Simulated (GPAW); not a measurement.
Consider YTe (P-6m2).

```
Te Y
1.0
     4.10909    0.00000    0.00000
    -2.05455    3.55858    0.00000
     0.00000    0.00000    4.06167
Te Y
1 1
Direct
  0.33333 0.66667 0.50000
  0.00000 0.00000 0.00000
```

Absorber: atom 1, with 6 Y at 3.12 Å (trigonal prismatic, site symmetry -6m2). Method: GPAW, LDA, excited-electron core hole (neutral cell), 6-atom cell with 5.8 Å between holes, 4×4×4 k points, dipole transitions, Gaussian full width 9.89 eV.

Q: Where do the maxima of the Te K edge fall?

Main maxima up to 27 eV above the zero (height): 7.0 eV (1.18) and 23.8 eV (1.14). A K edge sees empty p states on the absorber. 

The Te K spectrum (energy from the lowest empty level; intensity scaled to a mean of 1 over the first 20 eV; polarised curves are means over the symmetry-equivalent atoms):

| E (eV) | isotropic | ε ⊥ c | ε ∥ c |
| --- | --- | --- | --- |
| -2.0 | 0.32 | 0.33 | 0.32 |
| -1.5 | 0.38 | 0.38 | 0.38 |
| -1.0 | 0.44 | 0.44 | 0.44 |
| -0.5 | 0.50 | 0.50 | 0.50 |
| 0.0 | 0.56 | 0.56 | 0.57 |
| 0.5 | 0.63 | 0.62 | 0.64 |
| 1.0 | 0.70 | 0.69 | 0.71 |
| 1.5 | 0.76 | 0.75 | 0.79 |
| 2.0 | 0.83 | 0.81 | 0.86 |
| 2.5 | 0.89 | 0.87 | 0.93 |
| 3.0 | 0.95 | 0.93 | 0.99 |
| 3.5 | 1.00 | 0.98 | 1.05 |
| 4.0 | 1.05 | 1.02 | 1.10 |
| 4.5 | 1.09 | 1.06 | 1.15 |
| 5.0 | 1.12 | 1.09 | 1.18 |
| 5.5 | 1.15 | 1.12 | 1.21 |
| 6.0 | 1.17 | 1.13 | 1.23 |
| 6.5 | 1.18 | 1.15 | 1.24 |
| 7.0 | 1.18 | 1.15 | 1.24 |
| 7.5 | 1.18 | 1.15 | 1.23 |
| 8.0 | 1.17 | 1.14 | 1.21 |
| 8.5 | 1.15 | 1.13 | 1.19 |
| 9.0 | 1.13 | 1.12 | 1.17 |
| 9.5 | 1.11 | 1.10 | 1.14 |
| 10.0 | 1.09 | 1.08 | 1.11 |
| 10.5 | 1.07 | 1.06 | 1.08 |
| 11.0 | 1.04 | 1.04 | 1.05 |
| 11.5 | 1.02 | 1.02 | 1.02 |
| 12.0 | 1.00 | 1.00 | 0.99 |
| 12.5 | 0.98 | 0.98 | 0.97 |
| 13.0 | 0.96 | 0.97 | 0.95 |
| 13.5 | 0.95 | 0.95 | 0.93 |
| 14.0 | 0.94 | 0.94 | 0.92 |
| 14.5 | 0.93 | 0.94 | 0.92 |
| 15.0 | 0.93 | 0.94 | 0.92 |
| 15.5 | 0.93 | 0.94 | 0.92 |
| 16.0 | 0.94 | 0.94 | 0.92 |
| 16.5 | 0.94 | 0.95 | 0.94 |
| 17.0 | 0.96 | 0.96 | 0.95 |
| 17.5 | 0.97 | 0.97 | 0.97 |
| 18.0 | 0.99 | 0.99 | 0.98 |
| 18.5 | 1.00 | 1.00 | 1.00 |
| 19.0 | 1.02 | 1.02 | 1.02 |
| 19.5 | 1.04 | 1.04 | 1.04 |
| 20.0 | 1.06 | 1.05 | 1.06 |
| 20.5 | 1.08 | 1.07 | 1.08 |
| 21.0 | 1.09 | 1.09 | 1.10 |
| 21.5 | 1.11 | 1.10 | 1.12 |
| 22.0 | 1.12 | 1.11 | 1.13 |
| 22.5 | 1.13 | 1.12 | 1.14 |
| 23.0 | 1.14 | 1.13 | 1.15 |
| 23.5 | 1.14 | 1.13 | 1.15 |
| 24.0 | 1.14 | 1.13 | 1.15 |
| 24.5 | 1.14 | 1.13 | 1.15 |
| 25.0 | 1.13 | 1.13 | 1.14 |
| 25.5 | 1.12 | 1.12 | 1.13 |
| 26.0 | 1.11 | 1.11 | 1.12 |
| 26.5 | 1.10 | 1.09 | 1.10 |
| 27.0 | 1.08 | 1.08 | 1.09 |
| 27.5 | 1.06 | 1.06 | 1.07 |
| 28.0 | 1.04 | 1.04 | 1.04 |
| 28.5 | 1.02 | 1.02 | 1.02 |
| 29.0 | 1.00 | 1.00 | 1.00 |
| 29.5 | 0.98 | 0.98 | 0.98 |
| 30.0 | 0.96 | 0.96 | 0.95 |
| 30.5 | 0.94 | 0.94 | 0.93 |
| 31.0 | 0.92 | 0.93 | 0.91 |
| 31.5 | 0.90 | 0.91 | 0.89 |
| 32.0 | 0.88 | 0.89 | 0.87 |

The script folds with a Gaussian, whereas the core hole's own line is a Lorentzian, so the onset is too steep and the first peak too high. The primitive cell holds an odd number of electrons, so a spin-paired run has to come out metallic; that is right for a metal, but some such compounds are magnetic or distorted insulators. The holes are only 5.8 Å apart, so the shape is probably not converged with cell size; no larger cell was run here. The structure is a computed Materials Project entry and may be a hypothetical form.

[Banner, clock and machine lines of the logs are left out without a mark of their own.]

[Logs are printed without paths, hosts, clocks, repeated set-up lines and the standing remarks that a program may print on its own settings, such as how far it seeks lower states.]

[Hosts, paths, dates, database ids (printed as entryN), source tags and the programs' standing remarks are cut or masked in the printed files.]

[Lists of maxima count a maximum above −3 eV only where it reaches 4 % of the highest in the window and stands out from its surroundings by 2 % of it (1.5 % where it reaches 55 %); shoulders and weaker maxima are passed over, and of the rest the first, up to two pre-edge ones and the few strongest are named.]
